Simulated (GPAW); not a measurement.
# A 8-layer slab of Cu(100): work function by functional and basis

Wanted: work functions and dipole of a 8-layer slab of Cu(100), with the cost of each level.

Main program and level: GPAW 26.7.0; GPAW, PAW setups; slab in vacuum, relaxation, in the first sound run; inputs show where later runs differ.

**1. The structure**

The cell holds 8 atoms: 8 Cu. Cell: a = 2.553 Å, b = 2.553 Å, c = 26.635 Å, α = 90.0°, β = 90.0°, γ = 90.0°. Vacuum lies along c.

Coordinates:

```cif
data_structure
_symmetry_space_group_name_H-M 'P 1'
_symmetry_Int_Tables_number 1
_cell_length_a 2.5527
_cell_length_b 2.5527
_cell_length_c 26.6350
_cell_angle_alpha 90.000
_cell_angle_beta 90.000
_cell_angle_gamma 90.000
_cell_volume 173.55
loop_
_atom_site_label
_atom_site_type_symbol
_atom_site_fract_x
_atom_site_fract_y
_atom_site_fract_z
_atom_site_occupancy
Cu1 Cu 0.50000 0.50000 0.26281 1
Cu2 Cu 0.00000 0.00000 0.33058 1
Cu3 Cu 0.50000 0.50000 0.39835 1
Cu4 Cu 0.00000 0.00000 0.46612 1
Cu5 Cu 0.50000 0.50000 0.53388 1
Cu6 Cu 0.00000 0.00000 0.60165 1
Cu7 Cu 0.50000 0.50000 0.66942 1
Cu8 Cu 0.00000 0.00000 0.73719 1
```

**2. Relaxing the atoms**

The atoms are relaxed first, since the surface dipole, and with it the work function, follows the positions of the outer layers. The lowest 4 atoms are held at bulk positions and keep their forces.

run.py reads:

```python
import json
import numpy as np
from ase import Atoms
from ase.constraints import FixAtoms
from ase.optimize import BFGS
from gpaw import GPAW, PW

slab = Atoms(
    ['Cu', 'Cu', 'Cu', 'Cu', 'Cu', 'Cu', 'Cu', 'Cu'],
    positions=[
        [1.27633, 1.27633, 7.00000],
        [0.00000, 0.00000, 8.80500],
        [1.27633, 1.27633, 10.61000],
        [0.00000, 0.00000, 12.41500],
        [1.27633, 1.27633, 14.22000],
        [0.00000, 0.00000, 16.02500],
        [1.27633, 1.27633, 17.83000],
        [0.00000, 0.00000, 19.63500]],
    cell=[[2.55266, 0.0, 0.0], [0.0, 2.55266, 0.0], [0.0, 0.0, 26.635]],
    pbc=[True, True, False])

slab.calc = GPAW(mode=PW(400), xc='PBE', kpts={'size': (12, 12, 1), 'gamma': True},
                 occupations={'name': 'fermi-dirac', 'width': 0.1}, nbands='160%',
                 convergence={'density': 1e-05}, maxiter=200,
                 poissonsolver={'dipolelayer': 'xy'},
                 symmetry={'tolerance': 1e-3, 'extra_ids': [1, 1, 1, 1, 0, 0, 0, 0]}, txt='slab.txt')
result = {}
slab.set_constraint(FixAtoms([0, 1, 2, 3]))
path = []
opt = BFGS(slab, maxstep=0.2)
opt.attach(lambda: path.append((slab.get_potential_energy(), slab.positions.tolist(), slab.get_forces().tolist())))
result['relaxed'] = bool(opt.run(fmax=0.03, steps=40))
result['path'] = path
energy = slab.get_potential_energy()
fermi = slab.calc.get_fermi_level()
v = slab.calc.get_electrostatic_potential().mean((0, 1)) - fermi
n = slab.calc.get_pseudo_density().mean((0, 1))
L = slab.cell[2, 2]
z = np.arange(len(v)) * L / len(v)
low, high = slab.positions[:, 2].min(), slab.positions[:, 2].max()
below, above = np.interp([low - 4.8, high + 4.8], z, v)
slopes = [np.interp(x, z, np.gradient(v, z)) for x in (low - 4.8, high + 4.8)]
eps = np.array([[slab.calc.get_eigenvalues(k, s) for k in range(len(slab.calc.get_ibz_k_points()))]
                for s in range(slab.calc.get_number_of_spins())]) - fermi
top, bottom = eps[eps < 0].max(), eps[eps > 0].min()
dipole = slab.get_dipole_moment()[2]
print(f'energy {energy:.4f} eV, Fermi level {fermi:.4f} eV, dipole {dipole:.5f} e A')
print(f'potential 4.8 A off the faces, from the Fermi level: lower {below:.4f} eV, upper {above:.4f} eV')
print(f'slope of the potential there: lower {slopes[0]:.5f}, upper {slopes[1]:.5f} eV/A')
print(f'nearest levels on the mesh: {top:.4f} and {bottom:.4f} eV')
print('magnetic moment', round(slab.get_magnetic_moment(), 3))
result.update(energy=energy, fermi=fermi, dipole=dipole, below=below, above=above, slopes=slopes, edges=[top, bottom],
              z=z.tolist(), v=v.tolist(), n=n.tolist(), positions=slab.positions.tolist(),
              forces=slab.get_forces(apply_constraint=False).tolist(), moments=slab.get_magnetic_moments().tolist())
json.dump(result, open('result.json', 'w'))
```

Started as:

```sh
$ OMP_NUM_THREADS=1 OPENBLAS_NUM_THREADS=1 python run.py
```

The program printed:

```text
Step          Energy          fmax
BFGS:    0      -27.177553        0.218104
BFGS:    1      -27.178210        0.192637
BFGS:    2      -27.180488        0.077052
BFGS:    3      -27.180649        0.073311
BFGS:    4      -27.183005        0.075618
BFGS:    5      -27.184437        0.137572
BFGS:    6      -27.185016        0.138924
BFGS:    7      -27.187261        0.104340
BFGS:    8      -27.188055        0.062335
BFGS:    9      -27.188402        0.012689
energy -27.1378 eV, Fermi level 2.3350 eV, dipole 0.00109 e A
potential 4.8 A off the faces, from the Fermi level: lower 4.5690 eV, upper 4.5528 eV
slope of the potential there: lower -0.00077, upper 0.00078 eV/A
nearest levels on the mesh: -0.0002 and 0.0065 eV
magnetic moment 0.0
```

Run time: 21 min. Hardware: 1 thread of Intel Xeon at 2.80GHz (Skylake/Cascade Lake), shared host; peak memory 0.29 GiB.

Step by step:

| step | energy less that of the first step (eV) | largest force (eV/Å) |
| --- | --- | --- |
| 1 | 0.0000 | 0.2181 |
| 2 | -0.0007 | 0.1926 |
| 3 | -0.0030 | 0.0771 |
| 4 | -0.0031 | 0.0733 |
| 5 | -0.0055 | 0.0756 |
| 6 | -0.0069 | 0.1376 |
| 7 | -0.0075 | 0.1389 |
| 8 | -0.0100 | 0.1043 |
| 9 | -0.0109 | 0.0623 |
| 10 | -0.0113 | 0.0127 |

The atoms that moved most (Å):

| atom | dx | dy | dz | length |
| --- | --- | --- | --- | --- |
| Cu7 | 0.000 | 0.000 | 0.128 | 0.128 |
| Cu8 | 0.000 | 0.000 | 0.114 | 0.114 |
| Cu6 | 0.000 | 0.000 | 0.085 | 0.085 |
| Cu5 | 0.000 | 0.000 | 0.044 | 0.044 |

The relaxed structure:

```cif
data_structure
_symmetry_space_group_name_H-M 'P 1'
_symmetry_Int_Tables_number 1
_cell_length_a 2.5527
_cell_length_b 2.5527
_cell_length_c 26.6350
_cell_angle_alpha 90.000
_cell_angle_beta 90.000
_cell_angle_gamma 90.000
_cell_volume 173.55
loop_
_atom_site_label
_atom_site_type_symbol
_atom_site_fract_x
_atom_site_fract_y
_atom_site_fract_z
_atom_site_occupancy
Cu1 Cu 0.50000 0.50000 0.26281 1
Cu2 Cu 0.00000 0.00000 0.33058 1
Cu3 Cu 0.50000 0.50000 0.39835 1
Cu4 Cu 0.00000 0.00000 0.46612 1
Cu5 Cu 0.50000 0.50000 0.53553 1
Cu6 Cu 0.00000 0.00000 0.60483 1
Cu7 Cu 0.50000 0.50000 0.67424 1
Cu8 Cu 0.00000 0.00000 0.74146 1
```

This step gave:

```yaml
dipole_along_the_normal: 0.001093 e·Å
levels_nearest_the_fermi_level_on_the_mesh: -2.01e-4, 0.006530 eV from the Fermi level
upper_work_function: 4.553 eV
lower_work_function: 4.569 eV
```

The electrostatic potential energy of an electron (without an applied field's), less the Fermi level, planar mean oscillates, so the rows of the table below give means over windows of 1.81 Å about each position, cut where the curve ends. Its maxima inside the range that stand out by 2 % of the span (Å: eV): 7.9: -1.55, 9.7: -1.65, 11.5: -1.63, 13.3: -1.25, 15.2: -1.31, 17.0: -1.25, 18.9: -1.68. Its minima: 7.0: -15.8, 8.8: -16.1, 10.7: -16.0, 12.5: -15.9, 14.3: -16.0, 16.1: -16.0, 18.0: -16.0, 19.7: -15.8.

Electrostatic potential energy of an electron (without an applied field's), less the Fermi level, planar mean against z; means over each step:

z (Å), electrostatic potential energy of an electron (without an applied field's), less the Fermi level, planar mean (eV) and a bar from the least value:
```
     0.91        4.6 ##############################
     2.71        4.6 ##############################
     4.52        4.4 ##############################
     6.33       -4.5 #########
     8.14       -8.0 
     9.95       -8.1 
    11.76       -8.1 
    13.57       -7.7 #
    15.38       -7.7 #
    17.20       -7.7 #
    19.00       -8.1 
    20.81       -0.3 ##################
    22.62        4.5 ##############################
    24.43        4.6 ##############################
    26.24        4.6 ##############################
```

Table of pseudo valence density, planar mean by z:

| z (Å) | pseudo valence density, planar mean (e/Å³) |
| --- | --- |
| 3.5 | 1.8e-4 |
| 4.0 | 6.3e-4 |
| 4.5 | 0.00224 |
| 5.0 | 0.00815 |
| 5.5 | 0.0287 |
| 6.0 | 0.109 |
| 6.5 | 0.569 |
| 7.0 | 2.04 |
| 7.5 | 0.601 |
| 8.0 | 0.328 |
| 8.5 | 1.17 |
| 9.0 | 1.62 |
| 9.5 | 0.380 |
| 10.0 | 0.425 |
| 10.5 | 1.83 |
| 11.0 | 0.899 |
| 11.5 | 0.307 |
| 12.0 | 0.820 |
| 12.5 | 1.88 |
| 13.0 | 0.437 |
| 13.5 | 0.331 |
| 14.0 | 1.35 |
| 14.5 | 1.45 |
| 15.0 | 0.343 |
| 15.5 | 0.433 |
| 16.0 | 1.89 |
| 16.5 | 0.899 |
| 17.0 | 0.297 |
| 17.5 | 0.676 |
| 18.0 | 1.94 |
| 18.5 | 0.531 |
| 19.0 | 0.351 |
| 19.5 | 1.40 |
| 20.0 | 1.34 |
| 20.5 | 0.228 |
| 21.0 | 0.0554 |
| 21.5 | 0.0150 |
| 22.0 | 0.00423 |
| 22.5 | 0.00120 |
| 23.0 | 3.3e-4 |
| 23.5 | 9.5e-5 |

The relaxation lowered the energy of the cell by 0.0113 eV (energies extrapolated to zero smearing; the optimiser's log prints free energies). The largest force left on a free atom is 0.013 eV/Å.

**3. The slab's potential**

With the geometry fixed, the planar mean of the potential gives the vacuum level on each side.

This step: GPAW, PAW setups; slab in vacuum (GPAW 26.7.0).

Changes to run.py since step 2:

```diff
@@ -3,4 +3,2 @@
 from ase import Atoms
-from ase.constraints import FixAtoms
-from ase.optimize import BFGS
 from gpaw import GPAW, PW
@@ -14,6 +12,6 @@
         [0.00000, 0.00000, 12.41500],
-        [1.27633, 1.27633, 14.22000],
-        [0.00000, 0.00000, 16.02500],
-        [1.27633, 1.27633, 17.83000],
-        [0.00000, 0.00000, 19.63500]],
+        [1.27633, 1.27633, 14.26386],
+        [-0.00000, -0.00000, 16.10962],
+        [1.27633, 1.27633, 17.95838],
+        [-0.00000, -0.00000, 19.74887]],
     cell=[[2.55266, 0.0, 0.0], [0.0, 2.55266, 0.0], [0.0, 0.0, 26.635]],
@@ -25,10 +23,4 @@
                  poissonsolver={'dipolelayer': 'xy'},
-                 symmetry={'tolerance': 1e-3, 'extra_ids': [1, 1, 1, 1, 0, 0, 0, 0]}, txt='slab.txt')
+                 symmetry={'tolerance': 1e-3}, txt='slab.txt')
 result = {}
-slab.set_constraint(FixAtoms([0, 1, 2, 3]))
-path = []
-opt = BFGS(slab, maxstep=0.2)
-opt.attach(lambda: path.append((slab.get_potential_energy(), slab.positions.tolist(), slab.get_forces().tolist())))
-result['relaxed'] = bool(opt.run(fmax=0.03, steps=40))
-result['path'] = path
 energy = slab.get_potential_energy()
```

The program printed:

```text
energy -27.1378 eV, Fermi level 2.3349 eV, dipole 0.00049 e A
potential 4.8 A off the faces, from the Fermi level: lower 4.5685 eV, upper 4.5539 eV
slope of the potential there: lower -0.00072, upper 0.00082 eV/A
nearest levels on the mesh: -0.0002 and 0.0065 eV
magnetic moment 0.0
```

The job ended after 4 min (1 thread; peak memory 0.29 GiB).

This step gave:

```yaml
dipole_along_the_normal: 4.90e-4 e·Å
levels_nearest_the_fermi_level_on_the_mesh: -2.01e-4, 0.006538 eV from the Fermi level
upper_work_function: 4.554 eV
```

The electrostatic potential energy of an electron (without an applied field's), less the Fermi level, planar mean oscillates, so the rows of the table below give means over windows of 1.81 Å about each position, cut where the curve ends. Its maxima inside the range that stand out by 2 % of the span (Å: eV): 7.9: -1.55, 9.7: -1.65, 11.5: -1.63, 13.3: -1.25, 15.2: -1.31, 17.0: -1.25, 18.9: -1.68. Its minima: 7.0: -15.8, 8.8: -16.1, 10.7: -16.0, 12.5: -15.9, 14.3: -16.0, 16.1: -16.0, 18.0: -16.0, 19.7: -15.8.

The electrostatic potential energy of an electron (without an applied field's), less the Fermi level, planar mean by z; means over each step:

| z (Å) | electrostatic potential energy of an electron (without an applied field's), less the Fermi level, planar mean (eV) |
| --- | --- |
| 0.91 | 4.57 |
| 2.71 | 4.57 |
| 4.52 | 4.43 |
| 6.33 | -4.52 |
| 8.14 | -8.04 |
| 9.95 | -8.10 |
| 11.76 | -8.08 |
| 13.57 | -7.68 |
| 15.38 | -7.68 |
| 17.20 | -7.67 |
| 19.00 | -8.13 |
| 20.81 | -0.336 |
| 22.62 | 4.50 |
| 24.43 | 4.55 |
| 26.24 | 4.55 |

The pseudo valence density, planar mean by z:

| z (Å) | pseudo valence density, planar mean (e/Å³) |
| --- | --- |
| 3.5 | 1.8e-4 |
| 4.0 | 6.3e-4 |
| 4.5 | 0.00224 |
| 5.0 | 0.00815 |
| 5.5 | 0.0287 |
| 6.0 | 0.109 |
| 6.5 | 0.569 |
| 7.0 | 2.04 |
| 7.5 | 0.601 |
| 8.0 | 0.328 |
| 8.5 | 1.17 |
| 9.0 | 1.62 |
| 9.5 | 0.380 |
| 10.0 | 0.425 |
| 10.5 | 1.83 |
| 11.0 | 0.899 |
| 11.5 | 0.307 |
| 12.0 | 0.820 |
| 12.5 | 1.88 |
| 13.0 | 0.437 |
| 13.5 | 0.331 |
| 14.0 | 1.35 |
| 14.5 | 1.45 |
| 15.0 | 0.343 |
| 15.5 | 0.433 |
| 16.0 | 1.89 |
| 16.5 | 0.899 |
| 17.0 | 0.297 |
| 17.5 | 0.676 |
| 18.0 | 1.94 |
| 18.5 | 0.531 |
| 19.0 | 0.351 |
| 19.5 | 1.40 |
| 20.0 | 1.34 |
| 20.5 | 0.228 |
| 21.0 | 0.0554 |
| 21.5 | 0.0150 |
| 22.0 | 0.00423 |
| 22.5 | 0.00120 |
| 23.0 | 3.3e-4 |
| 23.5 | 9.6e-5 |

Force by atom:

| atom | x (eV/Å) | y (eV/Å) | z (eV/Å) | size |
| --- | --- | --- | --- | --- |
| Cu1 | 0.000 | 0.000 | 0.038 | 0.038 |
| Cu2 | 0.000 | 0.000 | -0.220 | 0.220 |
| Cu3 | 0.000 | 0.000 | 0.017 | 0.017 |
| Cu4 | 0.000 | 0.000 | 0.179 | 0.179 |
| Cu5 | 0.000 | 0.000 | -0.012 | 0.012 |
| Cu6 | 0.000 | 0.000 | -0.009 | 0.009 |
| Cu7 | 0.000 | 0.000 | 0.001 | 0.001 |
| Cu8 | 0.000 | 0.000 | 0.007 | 0.007 |

The potential is flat to 8.2e-4 eV/Å where it is read, so the vacuum is wide enough.

**4. Self-consistent run: xc = "RPBE"**

The same geometry under RPBE, to see how far the functional moves the levels against the vacuum.

Changes to run.py since step 3:

```diff
@@ -19,3 +19,3 @@
 
-slab.calc = GPAW(mode=PW(400), xc='PBE', kpts={'size': (12, 12, 1), 'gamma': True},
+slab.calc = GPAW(mode=PW(400), xc='RPBE', kpts={'size': (12, 12, 1), 'gamma': True},
                  occupations={'name': 'fermi-dirac', 'width': 0.1}, nbands='160%',
```

The program printed:

```text
energy -23.3318 eV, Fermi level 2.4976 eV, dipole 0.00052 e A
potential 4.8 A off the faces, from the Fermi level: lower 4.3888 eV, upper 4.3735 eV
slope of the potential there: lower -0.00078, upper 0.00074 eV/A
nearest levels on the mesh: -0.0195 and 0.0012 eV
magnetic moment 0.0
```

The job ended after 3.8 min (1 thread; peak memory 0.29 GiB).

This step gave:

```yaml
dipole_along_the_normal: 5.18e-4 e·Å
levels_nearest_the_fermi_level_on_the_mesh: -0.01953, 0.001159 eV from the Fermi level
upper_work_function: 4.373 eV
lower_work_function: 4.389 eV
```

Table of electrostatic potential energy of an electron (without an applied field's), less the Fermi level, planar mean by z:

z (Å), electrostatic potential energy of an electron (without an applied field's), less the Fermi level, planar mean (eV) and a bar from the least value:
```
      0.0        4.4 ##############################
      0.5        4.4 ##############################
      1.0        4.4 ##############################
      1.5        4.4 ##############################
      2.0        4.4 ##############################
      2.5        4.4 ##############################
      3.0        4.4 ##############################
      3.5        4.4 ##############################
      4.0        4.4 ##############################
      4.5        4.3 ##############################
      5.0        4.2 ##############################
      5.5        3.6 #############################
      6.0        1.6 ##########################
      6.5       -5.7 ###############
      7.0      -15.8 
      7.5       -6.2 ###############
      8.0       -2.0 #####################
      8.5      -11.3 #######
      9.0      -13.9 ###
      9.5       -3.0 ###################
     10.0       -4.2 #################
     10.5      -15.3 #
     11.0       -9.0 ##########
     11.5       -1.8 #####################
     12.0       -8.4 ###########
     12.5      -15.6 #
     13.0       -4.5 #################
     13.5       -2.1 ####################
     14.0      -12.2 ######
     14.5      -12.9 #####
     15.0       -2.4 ####################
     15.5       -4.1 ##################
     16.0      -15.3 #
     16.5       -8.9 ###########
     17.0       -1.5 #####################
     17.5       -7.3 #############
     18.0      -16.1 
     18.5       -5.6 ###############
     19.0       -2.5 ####################
     19.5      -12.5 #####
     20.0      -12.3 ######
     20.5       -1.0 ######################
     21.0        2.9 ############################
     21.5        3.9 #############################
     22.0        4.2 ##############################
     22.5        4.3 ##############################
     23.0        4.4 ##############################
     23.5        4.4 ##############################
     24.0        4.4 ##############################
     24.5        4.4 ##############################
     25.0        4.4 ##############################
     25.5        4.4 ##############################
     26.0        4.4 ##############################
     26.5        4.4 ##############################
```

The pseudo valence density, planar mean oscillates, so the rows of the table below give means over windows of 1 Å about each position, cut where the curve ends. Its maxima inside the range that stand out by 2 % of the span (Å: e/Å³): 7.0: 2.10, 8.7: 2.05, 10.7: 2.09, 12.4: 2.07, 14.3: 2.12, 16.2: 2.01, 17.9: 2.07, 19.8: 2.05. Its minima: 7.9: 0.304, 9.8: 0.315, 11.5: 0.304, 13.4: 0.293, 15.1: 0.290, 17.0: 0.286, 18.8: 0.320.

Pseudo valence density, planar mean against z; means over each step:

| z (Å) | pseudo valence density, planar mean (e/Å³) |
| --- | --- |
| 3 | 7.7e-5 |
| 4 | 8.7e-4 |
| 5 | 0.0105 |
| 6 | 0.172 |
| 7 | 1.34 |
| 8 | 0.499 |
| 9 | 1.28 |
| 10 | 0.710 |
| 11 | 1.05 |
| 12 | 1.01 |
| 13 | 0.735 |
| 14 | 1.21 |
| 15 | 0.532 |
| 16 | 1.32 |
| 17 | 0.454 |
| 18 | 1.35 |
| 19 | 0.564 |
| 20 | 1.18 |
| 21 | 0.0770 |
| 22 | 0.00552 |
| 23 | 4.8e-4 |
| 24 | 4.1e-5 |

Force by atom:

| atom | x (eV/Å) | y (eV/Å) | z (eV/Å) | size |
| --- | --- | --- | --- | --- |
| Cu1 | 0.000 | 0.000 | -0.185 | 0.185 |
| Cu2 | 0.000 | 0.000 | -0.218 | 0.218 |
| Cu3 | 0.000 | 0.000 | 0.017 | 0.017 |
| Cu4 | 0.000 | 0.000 | 0.189 | 0.189 |
| Cu5 | 0.000 | 0.000 | -0.014 | 0.014 |
| Cu6 | 0.000 | 0.000 | -0.009 | 0.009 |
| Cu7 | 0.000 | 0.000 | -0.012 | 0.012 |
| Cu8 | 0.000 | 0.000 | 0.232 | 0.232 |

The upper face's work function is 4.373 eV, against 4.554 eV in the first plane-wave PBE run at this geometry.

**5. Self-consistent run: xc = "vdW-DF2"**

The same geometry under vdW-DF2, to see how far the functional moves the levels against the vacuum (the van der Waals functionals take revPBE setups).

Changes to run.py since step 4:

```diff
@@ -19,3 +19,3 @@
 
-slab.calc = GPAW(mode=PW(400), xc='RPBE', kpts={'size': (12, 12, 1), 'gamma': True},
+slab.calc = GPAW(mode=PW(400), xc='vdW-DF2', kpts={'size': (12, 12, 1), 'gamma': True},
                  occupations={'name': 'fermi-dirac', 'width': 0.1}, nbands='160%',
```

The program printed:

```text
energy -474.3459 eV, Fermi level 2.2606 eV, dipole 0.00053 e A
potential 4.8 A off the faces, from the Fermi level: lower 4.9294 eV, upper 4.9144 eV
slope of the potential there: lower -0.00127, upper 0.00125 eV/A
nearest levels on the mesh: -0.0014 and 0.0244 eV
magnetic moment 0.0
```

It took 4.9 min on 1 thread; peak memory 0.38 GiB.

This step gave:

```yaml
dipole_along_the_normal: 5.29e-4 e·Å
levels_nearest_the_fermi_level_on_the_mesh: -0.001355, 0.02441 eV from the Fermi level
upper_work_function: 4.914 eV
lower_work_function: 4.929 eV
```

The upper face's work function is 4.914 eV, against 4.554 eV in the first plane-wave PBE run at this geometry.

(Continued in part 2 of 2.)

[Logs are printed without paths, hosts, clocks, repeated set-up lines and the standing remarks that a program may print on its own settings, such as how far it seeks lower states.]

[Hosts, paths, dates, database ids (printed as entryN), source tags and the programs' standing remarks are cut or masked in the printed files.]
